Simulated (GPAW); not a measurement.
**Core-hole calculation of the O K edge in La2O3 (P-3m1)**

How does the O K edge of La2O3 (P-3m1) move when the bonds are compressed or stretched?

Method: X-ray absorption from dipole matrix elements to empty bands, plane-wave PAW PBE, without spin-orbit coupling, in GPAW 26.7.0.

This is a report of a sequence of runs, with most program output left out.

### 1. Starting point

The structure is trigonal, space group P-3m1 (No. 164). The conventional cell has a = 3.931 Å, b = 3.931 Å, c = 6.112 Å, α = 90.00°, β = 90.00°, γ = 120.00°. Nearest to La lie 7 O at 2.36 to 2.72 Å. Nearest to O lie 6 La at 2.72 Å. Nearest to O lie 4 La at 2.36 to 2.44 Å. Farther neighbours and most contacts between anions are not listed.

As a file:

```cif
data_structure
_symmetry_space_group_name_H-M 'P 1'
_symmetry_Int_Tables_number 1
_cell_length_a 3.9308
_cell_length_b 3.9308
_cell_length_c 6.1120
_cell_angle_alpha 90.000
_cell_angle_beta 90.000
_cell_angle_gamma 120.000
_cell_volume 81.78
loop_
_atom_site_label
_atom_site_type_symbol
_atom_site_fract_x
_atom_site_fract_y
_atom_site_fract_z
_atom_site_occupancy
La1 La 0.33333 0.66667 0.24624 1
La2 La 0.66667 0.33333 0.75376 1
O3 O 0.00000 0.00000 0.00000 1
O4 O 0.33333 0.66667 0.64589 1
O5 O 0.66667 0.33333 0.35411 1
```

### 2. The field without a hole

The ground state comes first: it tells whether the system has a gap, which decides how the excited electron is treated.

Contents of scf.py:

```python
import numpy as np
from ase import Atoms
from ase.parallel import parprint, paropen
from gpaw import GPAW, PW, FermiDirac, Mixer, MixerDif, setup_paths
from gpaw.test import gen
setup_paths.insert(0, '.')
gen('O', name='nch1s', xcname='PBE', corehole=(1, 0, 0), write_xml=True)
from gpaw.mpi import world
world.barrier()

atoms = Atoms('La2O3',
    cell=[[3.93077788, 0, 0],
     [-1.96538894, 3.4041535, 0],
     [0, 0, 6.11195352]],
    scaled_positions=[[0.33333333, 0.66666667, 0.24623568],
     [0.66666667, 0.33333333, 0.75376432],
     [0, 0, 0],
     [0.33333333, 0.66666667, 0.64589065],
     [0.66666667, 0.33333333, 0.35410935]],
    pbc=True)
atoms.calc = calc = GPAW(legacy_gpaw=True, mode=PW(500, force_complex_dtype=True), xc='PBE', setups={2: 'nch1s'},
    kpts={'size': (7, 7, 4), 'gamma': True}, occupations=FermiDirac(0.05),
    charge=0, mixer=Mixer(0.1, 5, 50), maxiter=150,
    convergence={'density': 0.0001, 'eigenstates': 1e-6}, txt='scf.txt')
energy = atoms.get_potential_energy() + calc.get_reference_energy()
ef = calc.get_fermi_level()
out = dict(energy=energy, fermi=ef, forces=atoms.get_forces().tolist())
parprint(f'all-electron energy {energy:.4f} eV, Fermi level {ef:.4f} eV')
ev = np.array([[calc.get_eigenvalues(k, s) for k in range(len(calc.get_ibz_k_points()))] for s in range(calc.get_number_of_spins())])
out['homo'], out['lumo'], out['counts'] = ev[ev < ef].max(), ev[ev > ef].min(), sorted(set((ev < ef).sum((0, 2)).tolist()))
out['filled'] = (ev[:, 0] < ef).sum(1).tolist()
import json
with paropen('out.json', 'w') as f:
    json.dump(out, f)
```

Launch:

```bash
$ OMP_NUM_THREADS=1 mpirun -n 4 gpaw python scf.py
```

The job ended after 42 s (4 MPI ranks of Intel Xeon Platinum 8259CL at 2.50GHz (Skylake/Cascade Lake), shared host; peak memory 0.23 GiB).

The mesh shows a gap of 3.92 eV, so the hole is first treated in a charged cell, without the excited electron.

### 3. Reference energy of the supercell

The photon energy needs a difference of total energies, so the cell and mesh of the coming hole run are first run without a hole.

Edit scf.py of step 2 so:

```diff
@@ -10,14 +10,24 @@
 
-atoms = Atoms('La2O3',
-    cell=[[3.93077788, 0, 0],
-     [-1.96538894, 3.4041535, 0],
-     [0, 0, 6.11195352]],
-    scaled_positions=[[0.33333333, 0.66666667, 0.24623568],
-     [0.66666667, 0.33333333, 0.75376432],
+atoms = Atoms('La6O9',
+    cell=[[-5.89616682, 3.4041535, 0],
+     [-5.89616682, -3.4041535, 0],
+     [3.93077788, 0, 6.11195352]],
+    scaled_positions=[[0.41541189, 0.74874523, 0.24623568],
+     [0.74874523, 0.08207856, 0.24623568],
+     [0.08207856, 0.41541189, 0.24623568],
+     [0.25125477, 0.91792144, 0.75376432],
+     [0.58458811, 0.25125477, 0.75376432],
+     [0.91792144, 0.58458811, 0.75376432],
      [0, 0, 0],
-     [0.33333333, 0.66666667, 0.64589065],
-     [0.66666667, 0.33333333, 0.35410935]],
+     [0.33333333, 0.33333333, 0],
+     [0.66666667, 0.66666667, 0],
+     [0.54863022, 0.88196355, 0.64589065],
+     [0.88196355, 0.21529688, 0.64589065],
+     [0.21529688, 0.54863022, 0.64589065],
+     [0.11803645, 0.78470312, 0.35410935],
+     [0.45136978, 0.11803645, 0.35410935],
+     [0.78470312, 0.45136978, 0.35410935]],
     pbc=True)
-atoms.calc = calc = GPAW(legacy_gpaw=True, mode=PW(500, force_complex_dtype=True), xc='PBE', setups={2: 'nch1s'},
-    kpts={'size': (7, 7, 4), 'gamma': True}, occupations=FermiDirac(0.05),
+atoms.calc = calc = GPAW(legacy_gpaw=True, mode=PW(500, force_complex_dtype=True), xc='PBE', setups={6: 'nch1s'},
+    kpts={'size': (3, 3, 3), 'gamma': True}, occupations=FermiDirac(0.02),
     charge=0, mixer=Mixer(0.1, 5, 50), maxiter=150,
```

Run time: 2.9 min. Hardware: 4 MPI ranks; peak memory 0.42 GiB.

Reference energy: -1405168.753 eV with the cores included.

### 4. Spectrum with FCH, O atom 3

The holes are 6.8 Å apart. In GPAW the data set carries the hole's charge, so charge=0 means a charged cell and charge=-1 a neutral one. The excited electron is left out and a uniform background balances the charge. After the field has converged, empty bands are computed with the density fixed and the dipole matrix elements are summed.

The absorber has 6 La at 2.72 Å (octahedral, site symmetry -3m).

Contents of xas.py:

```python
import numpy as np
from ase import Atoms
from ase.parallel import parprint, paropen
from gpaw import GPAW, PW, FermiDirac, Mixer, MixerDif, setup_paths
from gpaw.test import gen
setup_paths.insert(0, '.')
gen('O', name='fch1s', xcname='PBE', corehole=(1, 0, 1), write_xml=True)
from gpaw.mpi import world
world.barrier()

atoms = Atoms('La6O9',
    cell=[[-5.89616682, 3.4041535, 0],
     [-5.89616682, -3.4041535, 0],
     [3.93077788, 0, 6.11195352]],
    scaled_positions=[[0.41541189, 0.74874523, 0.24623568],
     [0.74874523, 0.08207856, 0.24623568],
     [0.08207856, 0.41541189, 0.24623568],
     [0.25125477, 0.91792144, 0.75376432],
     [0.58458811, 0.25125477, 0.75376432],
     [0.91792144, 0.58458811, 0.75376432],
     [0, 0, 0],
     [0.33333333, 0.33333333, 0],
     [0.66666667, 0.66666667, 0],
     [0.54863022, 0.88196355, 0.64589065],
     [0.88196355, 0.21529688, 0.64589065],
     [0.21529688, 0.54863022, 0.64589065],
     [0.11803645, 0.78470312, 0.35410935],
     [0.45136978, 0.11803645, 0.35410935],
     [0.78470312, 0.45136978, 0.35410935]],
    pbc=True)
atoms.calc = calc = GPAW(legacy_gpaw=True, mode=PW(500, force_complex_dtype=True), xc='PBE', setups={6: 'fch1s'},
    kpts={'size': (3, 3, 3), 'gamma': True}, occupations=FermiDirac(0.02),
    charge=0, mixer=Mixer(0.1, 5, 50), maxiter=150,
    convergence={'density': 0.0001, 'eigenstates': 1e-6}, txt='scf.txt')
energy = atoms.get_potential_energy() + calc.get_reference_energy()
ef = calc.get_fermi_level()
out = dict(energy=energy, fermi=ef, forces=atoms.get_forces().tolist())
parprint(f'all-electron energy {energy:.4f} eV, Fermi level {ef:.4f} eV')
ev = np.array([[calc.get_eigenvalues(k, s) for k in range(len(calc.get_ibz_k_points()))] for s in range(calc.get_number_of_spins())])
out['homo'], out['lumo'], out['counts'] = ev[ev < ef].max(), ev[ev > ef].min(), sorted(set((ev < ef).sum((0, 2)).tolist()))
out['filled'] = (ev[:, 0] < ef).sum(1).tolist()

from ase.units import Ha
from gpaw.xas import dipole_matrix_elements
nb = int(calc.get_number_of_electrons() / 2) + 179
top, nb = nb, nb + 8 + nb // 12
nscf = calc.fixed_density(kpts={'size': (4, 4, 4), 'gamma': True}, nbands=nb,
    convergence={'bands': top, 'eigenstates': 5e-3}, maxiter=60, txt='nscf.txt')
cell = atoms.cell.array
ops = [cell.T @ U.T @ np.linalg.inv(cell.T) for U in nscf.wfs.kd.symmetry.op_scc]
filled = [60]  # bands filled in the ground state, by spin
E = np.arange(-6, 34, 0.1)
fwhm = np.interp(E, [4, 25], [0.9, 3.5])
Y, X, zero, highest = 0, 0, 1e9, 1e9
for spin in range(nscf.get_number_of_spins()):
    wfs = nscf.wfs
    mine = wfs.bd.get_slice()  # this rank's bands
    A = dipole_matrix_elements(wfs.setups[6])
    eps = np.zeros((wfs.kd.nibzkpts, nb))
    d = np.zeros((3, A.shape[1], wfs.kd.nibzkpts, nb), complex)
    for kpt in wfs.kpt_u:
        if kpt.s == spin and 6 in kpt.P_ani:
            eps[kpt.k, mine] = kpt.eps_n * Ha
            d[:, :, kpt.k, mine] = (kpt.weight * wfs.nspins / 2) ** 0.5 * np.inner(A, kpt.P_ani[6])
    world.sum(eps)
    world.sum(d)
    T = np.einsum('amkn,bmkn->abkn', d, d.conj()).real
    T = sum(np.einsum('ai,ijkn,bj->abkn', R, T, R) for R in ops) / len(ops)
    empty = np.ones_like(eps, bool) & (np.arange(nb) >= filled[spin])
    zero, highest = min(zero, eps[empty].min()), min(highest, eps[:, top - 1].min())
    lines = [(eps, T, empty)] if spin == 0 else lines + [(eps, T, empty)]
for eps, T, empty in lines:
    f = np.einsum('aakn->akn', T).reshape(3, -1)
    x = eps.ravel() - zero
    w = np.interp(x, E, fwhm) / 2.35482
    g = np.exp(-0.5 * ((E[:, None] - x) / w) ** 2) / (w * (2 * np.pi) ** 0.5)
    Y = Y + (f * empty.ravel()) @ g.T
    X = X + (f * ~empty.ravel()) @ g.T
out.update(E=E.round(2).tolist(), xas=Y.tolist(), xes=X.tolist(), zero=zero, valid=highest - zero, nk=len(eps), nb=nb)
for i in range(0, len(E), 10):
    parprint(f'{E[i]:7.2f}', *(f'{v:10.3e}' for v in Y[:, i]))
import json
with paropen('out.json', 'w') as f:
    json.dump(out, f)
```

Launch:

```bash
$ OMP_NUM_THREADS=1 mpirun -n 4 gpaw python xas.py
```

The job ended after 9.2 min (4 MPI ranks; peak memory 0.85 GiB; 37 min of CPU time).

The O K spectrum, O atom 3, full core hole (charged cell) (energy from the lowest empty level; intensity scaled to a mean of 1 over the first 20 eV; polarised curves are means over the symmetry-equivalent atoms):

```csv
E (eV),isotropic,ε ⊥ c,ε ∥ c
-2.0,0.00,0.00,0.00
-1.4,0.00,0.00,0.00
-0.8,0.00,0.00,0.00
-0.2,0.08,0.09,0.06
0.4,0.71,0.85,0.41
1.0,2.33,2.56,1.85
1.6,2.90,2.81,3.08
2.2,1.90,2.23,1.22
2.8,1.23,1.42,0.85
3.4,1.03,0.61,1.89
4.0,0.97,0.42,2.08
4.6,1.26,0.76,2.26
5.2,1.56,1.32,2.04
5.8,1.82,2.29,0.90
6.4,1.54,2.18,0.26
7.0,0.78,1.08,0.16
7.6,0.50,0.67,0.15
8.2,0.50,0.64,0.22
8.8,0.62,0.69,0.46
9.4,0.74,0.68,0.87
10.0,0.72,0.54,1.08
10.6,0.60,0.44,0.91
11.2,0.50,0.40,0.71
11.8,0.50,0.41,0.68
12.4,0.56,0.45,0.76
13.0,0.65,0.52,0.90
13.6,0.74,0.59,1.05
14.2,0.81,0.65,1.11
14.8,0.84,0.73,1.05
15.4,0.84,0.81,0.90
16.0,0.82,0.87,0.74
16.6,0.79,0.88,0.61
17.2,0.78,0.89,0.56
17.8,0.81,0.95,0.54
18.4,0.87,1.03,0.55
19.0,0.92,1.09,0.58
19.6,0.96,1.11,0.65
20.2,0.98,1.09,0.76
20.8,1.01,1.07,0.89
21.4,1.04,1.06,1.01
22.0,1.08,1.06,1.12
22.6,1.12,1.07,1.22
23.2,1.15,1.08,1.29
23.8,1.15,1.07,1.31
24.4,1.13,1.06,1.27
25.0,1.09,1.05,1.17
25.6,1.04,1.03,1.05
26.2,0.98,1.00,0.95
26.8,0.92,0.94,0.87
27.4,0.86,0.88,0.82
28.0,0.80,0.80,0.80
28.6,0.76,0.74,0.81
```

Main maxima below 24 eV (height): 1.4 eV (3.02), 5.9 eV (1.84), 9.6 eV (0.75), 15.2 eV (0.84) and 23.6 eV (1.15). A K edge sees empty p states on the absorber.

The hole costs E(hole) − E(ground) = 526.91 eV, and the lowest empty level of the hole cell on the spectrum's mesh lies at 11.97 eV, which puts the zero at 538.88 eV. One term is added: -8.91 eV, since the hole is spin-paired here and a spin-polarised one costs that much less in the free atom (computed apart). The photon energy is then 529.97 eV. The functional and the charged cell's background leave an error of a few eV in such absolute values.

### 5. Supercell without a hole, the energy reference

The cell changes for the next run, so it gets a reference energy of its own.

The cell differs from the one that the last finished run ended in (a 6.808 → 6.740 Å, b 6.808 → 6.740 Å, c 7.267 → 7.193 Å).

Edit scf.py of step 3 so:

```diff
@@ -11,5 +11,5 @@
 atoms = Atoms('La6O9',
-    cell=[[-5.89616682, 3.4041535, 0],
-     [-5.89616682, -3.4041535, 0],
-     [3.93077788, 0, 6.11195352]],
+    cell=[[-5.8366055, 3.36976576, 0],
+     [-5.8366055, -3.36976576, 0],
+     [3.89107034, 0, 6.05021239]],
     scaled_positions=[[0.41541189, 0.74874523, 0.24623568],
```

Launch:

```bash
$ OMP_NUM_THREADS=1 mpirun -n 4 gpaw python scf.py
```

The job ended after 3.6 min (4 MPI ranks; peak memory 0.41 GiB).

Reference energy: -1405168.565 eV with the cores included.

### 6. Spectrum with FCH, O atom 3

Shorter bonds are expected to push antibonding states and scattering resonances up, and longer ones down; the cell is scaled to test that.

Changed against the first core-hole run: volume scale from 1 to 0.97.

Edit xas.py of step 4 so:

```diff
@@ -11,5 +11,5 @@
 atoms = Atoms('La6O9',
-    cell=[[-5.89616682, 3.4041535, 0],
-     [-5.89616682, -3.4041535, 0],
-     [3.93077788, 0, 6.11195352]],
+    cell=[[-5.8366055, 3.36976576, 0],
+     [-5.8366055, -3.36976576, 0],
+     [3.89107034, 0, 6.05021239]],
     scaled_positions=[[0.41541189, 0.74874523, 0.24623568],
@@ -44,3 +44,3 @@
 from gpaw.xas import dipole_matrix_elements
-nb = int(calc.get_number_of_electrons() / 2) + 179
+nb = int(calc.get_number_of_electrons() / 2) + 174
 top, nb = nb, nb + 8 + nb // 12
```

Launch:

```bash
$ OMP_NUM_THREADS=1 mpirun -n 4 gpaw python xas.py
```

Wall time 9.1 min (4 MPI ranks); peak memory 0.83 GiB; 36 min of CPU time.

```csv
E (eV),first run,this run
-2.0,0.00,0.00
-1.0,0.00,0.00
0.0,0.19,0.17
1.0,2.33,2.07
2.0,2.20,2.45
3.0,1.12,1.14
4.0,0.97,0.93
5.0,1.47,1.36
6.0,1.83,1.81
7.0,0.78,1.08
8.0,0.49,0.48
9.0,0.67,0.59
10.0,0.72,0.75
11.0,0.52,0.58
12.0,0.51,0.50
13.0,0.65,0.60
14.0,0.79,0.75
15.0,0.84,0.82
16.0,0.82,0.83
17.0,0.78,0.79
18.0,0.83,0.80
19.0,0.92,0.89
20.0,0.97,0.96
21.0,1.02,1.00
22.0,1.08,1.06
23.0,1.14,1.12
24.0,1.15,1.15
25.0,1.09,1.13
26.0,1.00,1.06
27.0,0.90,0.96
28.0,0.80,0.86
```

The scaled spectrum changes by 8 % r.m.s. The highest intensity below 16 eV goes from 1.4 eV (3.02) to 1.5 eV (3.06).

The photon energy of the zero moves by +0.05 eV.

### 7. Supercell without a hole, the energy reference

The cell differs from the one that the last finished run ended in (a 6.740 → 6.942 Å, b 6.740 → 6.942 Å, c 7.193 → 7.409 Å).

Edit scf.py of step 5 so:

```diff
@@ -11,5 +11,5 @@
 atoms = Atoms('La6O9',
-    cell=[[-5.8366055, 3.36976576, 0],
-     [-5.8366055, -3.36976576, 0],
-     [3.89107034, 0, 6.05021239]],
+    cell=[[-6.01180729, 3.47091856, 0],
+     [-6.01180729, -3.47091856, 0],
+     [4.00787153, 0, 6.23182618]],
     scaled_positions=[[0.41541189, 0.74874523, 0.24623568],
```

Launch:

```bash
$ OMP_NUM_THREADS=1 mpirun -n 4 gpaw python scf.py
```

Run time: 5.1 min. Hardware: 4 MPI ranks; peak memory 0.42 GiB.

Reference energy: -1405168.621 eV with the cores included.

### 8. Spectrum with FCH, O atom 3

Changed against the first core-hole run: volume scale from 1 to 1.06.

Edit xas.py of step 6 so:

```diff
@@ -11,5 +11,5 @@
 atoms = Atoms('La6O9',
-    cell=[[-5.8366055, 3.36976576, 0],
-     [-5.8366055, -3.36976576, 0],
-     [3.89107034, 0, 6.05021239]],
+    cell=[[-6.01180729, 3.47091856, 0],
+     [-6.01180729, -3.47091856, 0],
+     [4.00787153, 0, 6.23182618]],
     scaled_positions=[[0.41541189, 0.74874523, 0.24623568],
@@ -44,3 +44,3 @@
 from gpaw.xas import dipole_matrix_elements
-nb = int(calc.get_number_of_electrons() / 2) + 174
+nb = int(calc.get_number_of_electrons() / 2) + 187
 top, nb = nb, nb + 8 + nb // 12
```

Launch:

```bash
$ OMP_NUM_THREADS=1 mpirun -n 4 gpaw python xas.py
```

Run time: 9.6 min. Hardware: 4 MPI ranks; peak memory 0.89 GiB.

```csv
E (eV),first run,this run
-2.0,0.00,0.00
-1.0,0.00,0.00
0.0,0.19,0.26
1.0,2.33,2.69
2.0,2.20,1.91
3.0,1.12,1.13
4.0,0.97,1.14
5.0,1.47,1.67
6.0,1.83,1.45
7.0,0.78,0.52
8.0,0.49,0.56
9.0,0.67,0.75
10.0,0.72,0.59
11.0,0.52,0.48
12.0,0.51,0.57
13.0,0.65,0.74
14.0,0.79,0.85
15.0,0.84,0.85
16.0,0.82,0.79
17.0,0.78,0.81
18.0,0.83,0.91
19.0,0.92,0.96
20.0,0.97,0.99
21.0,1.02,1.06
22.0,1.08,1.14
23.0,1.14,1.16
24.0,1.15,1.09
25.0,1.09,0.99
26.0,1.00,0.88
27.0,0.90,0.79
28.0,0.80,0.75
```

Against the first run the r.m.s. difference is 15 %. A shift of -0.2 eV leaves 8 %. The highest intensity below 16 eV goes from 1.4 eV (3.02) to 1.2 eV (2.90).

The photon energy of the zero moves by -0.12 eV.

### 9. Reference energy of the supercell

The cell differs from the one that the last finished run ended in (a 6.942 → 7.007 Å, b 6.942 → 7.007 Å, c 7.409 → 7.479 Å).

Edit scf.py of step 7 so:

```diff
@@ -11,5 +11,5 @@
 atoms = Atoms('La6O9',
-    cell=[[-6.01180729, 3.47091856, 0],
-     [-6.01180729, -3.47091856, 0],
-     [4.00787153, 0, 6.23182618]],
+    cell=[[-6.06799566, 3.50335893, 0],
+     [-6.06799566, -3.50335893, 0],
+     [4.04533044, 0, 6.29007092]],
     scaled_positions=[[0.41541189, 0.74874523, 0.24623568],
```

Launch:

```bash
$ OMP_NUM_THREADS=1 mpirun -n 4 gpaw python scf.py
```

Elapsed: 4.4 min, on 4 MPI ranks; peak memory 0.44 GiB.

Reference energy: -1405168.315 eV with the cores included.

(Continued in part 2 of 2.)

[Logs are printed without paths, hosts, clocks, repeated set-up lines and the standing remarks that a program may print on its own settings, such as how far it seeks lower states.]

[Hosts, paths, dates, database ids (printed as entryN), source tags and the programs' standing remarks are cut or masked in the printed files.]

[Lists of maxima count a maximum above −3 eV only where it reaches 4 % of the highest in the window and stands out from its surroundings by 2 % of it (1.5 % where it reaches 55 %); shoulders and weaker maxima are passed over, and of the rest the first, up to two pre-edge ones and the few strongest are named.]
